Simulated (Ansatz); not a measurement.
# Sn wire along [100], 21 atoms a period, H-terminated: bands by functional, part 2 of 2

What gap, if any, does the Sn wire along [100], 21 atoms a period, H-terminated have, and how does it change with the functional?

Ansatz 0.2.0; DFT PBE, plane waves, PAW; relaxation of a wire's period; PAW set soft_1 (the session's first sound run).

So far. Step 2 (Relaxation of atoms and period): The cell's length comes to 6.655 Å with spin left out.

**3. The wire at its relaxed period**

This step: DFT PBE, plane waves, PAW; bands of a perfect wire; PAW set soft_1 (Ansatz 0.2.0).

At the relaxed period the bands are computed along the axis; those that cross an energy going forward count the channels that a perfect wire would open there.

input.yaml reads:

```yaml
crystal:
  lattice:
    - [18.796, 0.0, 0.0]
    - [0.0, 18.796, 0.0]
    - [0.0, 0.0, 6.6551964455]
  atoms:
    - { symbol: Sn, position: [0.239064299, 0.592378638, 0.987519419] }
    - { symbol: Sn, position: [0.412704258, 0.412704258, 0.999838065] }
    - { symbol: Sn, position: [0.407606782, 0.760921121, 0.987519419] }
    - { symbol: Sn, position: [0.592378638, 0.239064299, 0.987519419] }
    - { symbol: Sn, position: [0.587281161, 0.587281161, 0.999838065] }
    - { symbol: Sn, position: [0.760921121, 0.407606782, 0.987519419] }
    - { symbol: H, position: [0.272028277, 0.272028277, 0.102752377] }
    - { symbol: H, position: [0.727957142, 0.727957142, 0.102752377] }
    - { symbol: H, position: [0.175287595, 0.54417236, 0.11760117] }
    - { symbol: H, position: [0.45581306, 0.824697824, 0.11760117] }
    - { symbol: H, position: [0.54417236, 0.175287595, 0.11760117] }
    - { symbol: H, position: [0.824697824, 0.45581306, 0.11760117] }
    - { symbol: Sn, position: [0.32585886, 0.32585886, 0.251736191] }
    - { symbol: Sn, position: [0.32585886, 0.67412656, 0.248263809] }
    - { symbol: Sn, position: [0.49999271, 0.49999271, 0.25] }
    - { symbol: Sn, position: [0.67412656, 0.32585886, 0.248263809] }
    - { symbol: Sn, position: [0.67412656, 0.67412656, 0.251736191] }
    - { symbol: H, position: [0.175287595, 0.45581306, 0.38239883] }
    - { symbol: H, position: [0.45581306, 0.175287595, 0.38239883] }
    - { symbol: H, position: [0.54417236, 0.824697824, 0.38239883] }
    - { symbol: H, position: [0.824697824, 0.54417236, 0.38239883] }
    - { symbol: H, position: [0.272028277, 0.727957142, 0.397247623] }
    - { symbol: H, position: [0.727957142, 0.272028277, 0.397247623] }
    - { symbol: Sn, position: [0.239064299, 0.407606782, 0.512480581] }
    - { symbol: Sn, position: [0.407606782, 0.239064299, 0.512480581] }
    - { symbol: Sn, position: [0.412704258, 0.587281161, 0.500161935] }
    - { symbol: Sn, position: [0.587281161, 0.412704258, 0.500161935] }
    - { symbol: Sn, position: [0.592378638, 0.760921121, 0.512480581] }
    - { symbol: Sn, position: [0.760921121, 0.592378638, 0.512480581] }
    - { symbol: H, position: [0.193752818, 0.350543655, 0.673095919] }
    - { symbol: H, position: [0.350543655, 0.193752818, 0.673095919] }
    - { symbol: H, position: [0.649441764, 0.806232601, 0.673095919] }
    - { symbol: H, position: [0.806232601, 0.649441764, 0.673095919] }
    - { symbol: Sn, position: [0.324531939, 0.49999271, 0.75] }
    - { symbol: Sn, position: [0.49999271, 0.324531939, 0.75] }
    - { symbol: Sn, position: [0.49999271, 0.675453481, 0.75] }
    - { symbol: Sn, position: [0.675453481, 0.49999271, 0.75] }
    - { symbol: H, position: [0.193752818, 0.649441764, 0.826904081] }
    - { symbol: H, position: [0.350543655, 0.806232601, 0.826904081] }
    - { symbol: H, position: [0.649441764, 0.193752818, 0.826904081] }
    - { symbol: H, position: [0.806232601, 0.350543655, 0.826904081] }
kpoints:
  mp_grid: { grid: [1, 1, 13] }
  band_path: { path: ["Γ", Z], npoints: 90 }
scf:
  occupations: { method: fermi_dirac, width: 0.05 }
hamiltonian:
  xc: pbe
  pseudopotentials: { kind: paw, azcp: { folder: soft_1 } }
output:
  dos: { e_range: [-5, 4] }
  write_potential: true
  write_density: true
  volumetric_format: npy
```

The run is started by

```console
> ansatz run input.yaml --threads 4 --pin off --max-ram 16384MiB --backend cpu --events-out ev --progress --plain --runs-dir out
```

Numbers of over 12 decimals in the logs are rounded to 6 here.

Log:

```text
[...]
Crystal: 41 atoms, lattice volume = 2351.212 Å³
Basis set: ecut = 420 eV, 46011 PW (Γ)
Bands: 198, of which v1, the nominal top of the filled ones, is band 157 counted from 1 (156 counted from 0)
Symmetry: 8 space group operations
[...]
k-points: 7 of 13
[...]
SCF iter   1: F=—  HF=-126824.662150 eV  |F-HF|=—  |Δ(HF+E_count)|=         —  Δρ=2.87e-2  dr2=2.02e1  ethr=3.10e-3  ⟨swp⟩=7.0  Hψ=6480  notcnv=0  defer=59
[...]
SCF iter  10: F=-126819.019084 eV  HF=-126819.019084 eV  |F-HF|=2.02e-8  |Δ(HF+E_count)|=   5.85e-7  Δρ=1.13e-6  dr2=5.56e-8  ethr=3.18e-11  ⟨swp⟩=15.9  Hψ=7656  notcnv=0
SCF 1 converged in 10 iterations: F = -126819.019084 eV  dr2 = 5.56e-8
[...]
NSCF: frozen V_eff on 91 k-points
WARN: pass on a band path, mesh or list of k-points: the 91 k-points are solved 32 at a time at the most, because the 14.40 GiB of host memory that the pass is priced against does not hold them all with the solver's workspace as planned. The pass can take longer, above all where fewer k-points are solved at a time than the run has threads. As a rule a larger memory budget leaves room for more at once. The budget is what a run with no `--max-ram-frac` typed is planned for, 0.8 of the host's memory or its container's limit. More memory there lifts it, and so does a share over 0.88 that is typed (of such a share the budget is ten elevenths): [rest of the remark cut]
WARN: The output density's exchange-correlation potential varies sharply where the density is thin. Do not read a vacuum level from v_tot or v_xc, or from such a field of the output density. On a cell that repeats whose density bears no net charge and no dipole along the vacuum's axis use v_es (v_loc + v_h of the components); under efield.dipole_correction with no amplitude use v_es + v_field, which holds any externa [...]
SCF converged after 10 iterations
Free energy (F): -126819.019084 eV
[...]
Internal energy: -126819.019084 eV  (E = F + TS)
E sigma→0 (E₀):  -126819.019084 eV
Entropy (-TS):   -0.000000 eV (-0.000 meV/atom)
Fermi energy:    -0.580213 eV
[...]
--- Band table (eV; the first three rows and the last of 7) ---
  k-point 0: bands = [... 153 lower, -1.7120, -1.6445, -1.6445, -1.4514, 0.2738, 0.9861, 1.0532, 1.0948, ... 37 higher]
  k-point 1: bands = [... 153 lower, -1.7435, -1.6376, -1.6376, -1.4790, 0.3100, 1.0317, 1.0571, 1.0777, ... 37 higher]
  k-point 2: bands = [... 153 lower, -1.8246, -1.6188, -1.6188, -1.5543, 0.4047, 0.8988, 0.8988, 1.0389, ... 37 higher]
  k-point 6: bands = [... 153 lower, -1.9239, -1.9001, -1.8176, -1.8176, 0.5040, 0.5565, 0.5770, 0.5770, ... 37 higher]
```

Run time: 25 min. Hardware: 4 threads of Arm Neoverse V1, shared host; peak memory 13 GiB; 1.6 h of CPU time.

Numbers from this step:

| Quantity | Value |
| --- | --- |
| band gap | 1.725 eV |

The electronic bands at the labelled points (eV, zero at the Fermi level; v1 is the highest filled band, c1 the lowest empty one):

```csv
point,v4,v3,v2,v1,c1,c2,c3,c4
Γ,-1.13,-1.06,-1.06,-0.87,0.85,1.57,1.63,1.68
halfway,-1.36,-1.11,-1.02,-1.02,1.12,1.28,1.28,1.50
Z,-1.36,-1.31,-1.28,-1.28,1.09,1.11,1.16,1.16
```

The gap is 1.73 eV, with spin left out.

The path shows a direct gap of 1.73 eV (valence top at Γ, conduction bottom at Γ).

**4. Another level of theory, cutoff 500 eV, k-mesh 1×1×10**

This step: DFT r2SCAN, plane waves, PAW; bands of a perfect wire at the PBE geometry; PAW set soft_1 (Ansatz 0.2.0).

The atoms stay at the PBE geometry and the functional changes. r2SCAN also reads the kinetic-energy density; it often gives larger moments and wider gaps than PBE, at a higher cost. Against the first PBE run of this kind, the cutoff is 500 eV against 420 and the mesh along the wire has 10 points against 13.

Changes to input.yaml since step 3:

```diff
@@ -48,3 +48,3 @@
 kpoints:
-  mp_grid: { grid: [1, 1, 13] }
+  mp_grid: { grid: [1, 1, 10] }
   band_path: { path: ["Γ", Z], npoints: 90 }
@@ -53,8 +53,3 @@
 hamiltonian:
-  xc: pbe
+  xc: r2scan
   pseudopotentials: { kind: paw, azcp: { folder: soft_1 } }
-output:
-  dos: { e_range: [-5, 4] }
-  write_potential: true
-  write_density: true
-  volumetric_format: npy
```

Log:

```text
[...]
Crystal: 41 atoms, lattice volume = 2351.212 Å³
Basis set: ecut = 500 eV, 59633 PW (Γ), exchange–correlation on 576×576×200 points (64 copies of the dense FFT grid, shifted against one another)
Bands: 198, of which v1, the nominal top of the filled ones, is band 157 counted from 1 (156 counted from 0)
Symmetry: 8 space group operations
[...]
k-points: 6 of 10
[...]
SCF iter   1: F=—  HF=-127126.086711 eV  |F-HF|=—  |Δ(HF+E_count)|=         —  Δρ=2.73e-2  dr2=1.80e1  dr2_τ=1.43e-1  ethr=3.10e-3  ⟨swp⟩=6.7  Hψ=4990  notcnv=0  defer=64
[...]
SCF iter  10: F=-127122.851076 eV  HF=-127122.851076 eV  |F-HF|=5.98e-8  |Δ(HF+E_count)|=   1.47e-6  Δρ=1.13e-6  dr2=6.10e-8  dr2_τ=1.20e-9  ethr=3.18e-11  ⟨swp⟩=16.8  Hψ=6641  notcnv=0
SCF 1 converged in 10 iterations: F = -127122.851076 eV  dr2 = 6.10e-8
[...]
SCF converged after 10 iterations
Free energy (F): -127122.851076 eV
[...]
Internal energy: -127122.851076 eV  (E = F + TS)
E sigma→0 (E₀):  -127122.851076 eV
Fermi energy:    -0.590199 eV
[...]
--- Band table (eV; the first three rows and the last of 6) ---
  k-point 0: bands = [... 153 lower, -1.9089, -1.8243, -1.8243, -1.6292, 0.4377, 1.0281, 1.1091, 1.1603, ... 37 higher]
  k-point 1: bands = [... 153 lower, -1.9621, -1.8127, -1.8127, -1.6746, 0.4929, 1.1082, 1.1226, 1.1402, ... 37 higher]
  k-point 2: bands = [... 153 lower, -2.0843, -1.7937, -1.7892, -1.7892, 0.6184, 0.9074, 0.9074, 1.0881, ... 37 higher]
  k-point 5: bands = [... 153 lower, -2.1471, -2.1013, -2.0595, -2.0595, 0.6233, 0.6375, 0.6861, 0.6861, ... 37 higher]
```

Elapsed: 37 min, on 4 threads; peak memory 12 GiB; 2.4 h of CPU time.

Numbers from this step:

```yaml
band_gap: 2.067 eV
```

Electronic bands along the path, in eV, zero at the Fermi level; v1 is the highest filled band, c1 the lowest empty one:

```csv
point,v4,v3,v2,v1,c1,c2,c3,c4
Γ,-1.32,-1.23,-1.23,-1.04,1.03,1.62,1.70,1.75
halfway,-1.55,-1.28,-1.20,-1.20,1.26,1.40,1.40,1.61
Z,-1.56,-1.51,-1.47,-1.47,1.21,1.23,1.28,1.28
```

The gap is 2.07 eV, against 1.73 eV under PBE at the relaxed period.

**5. Outcome**

| Quantity | Value |
| --- | --- |
| cell length, PBE | 6.655 Å |
| gap, PBE | 1.73 eV |
| gap, r2SCAN | 2.07 eV |

What this shows: Under PBE the cell's length is 6.66 Å, and a gap of 1.73 eV makes it a semiconductor. At the relaxed period the wire is gapped under every functional, from 1.73 eV (PBE) to 2.07 eV (r2SCAN). Weak screening in one dimension makes quasiparticle gaps larger than the semilocal gaps, as a rule.

[Logs are printed without paths, hosts, clocks, repeated set-up lines and the standing remarks that a program may print on its own settings, such as how far it seeks lower states.]

[Hosts, paths, dates, database ids (printed as entryN), source tags and the programs' standing remarks are cut or masked in the printed files.]
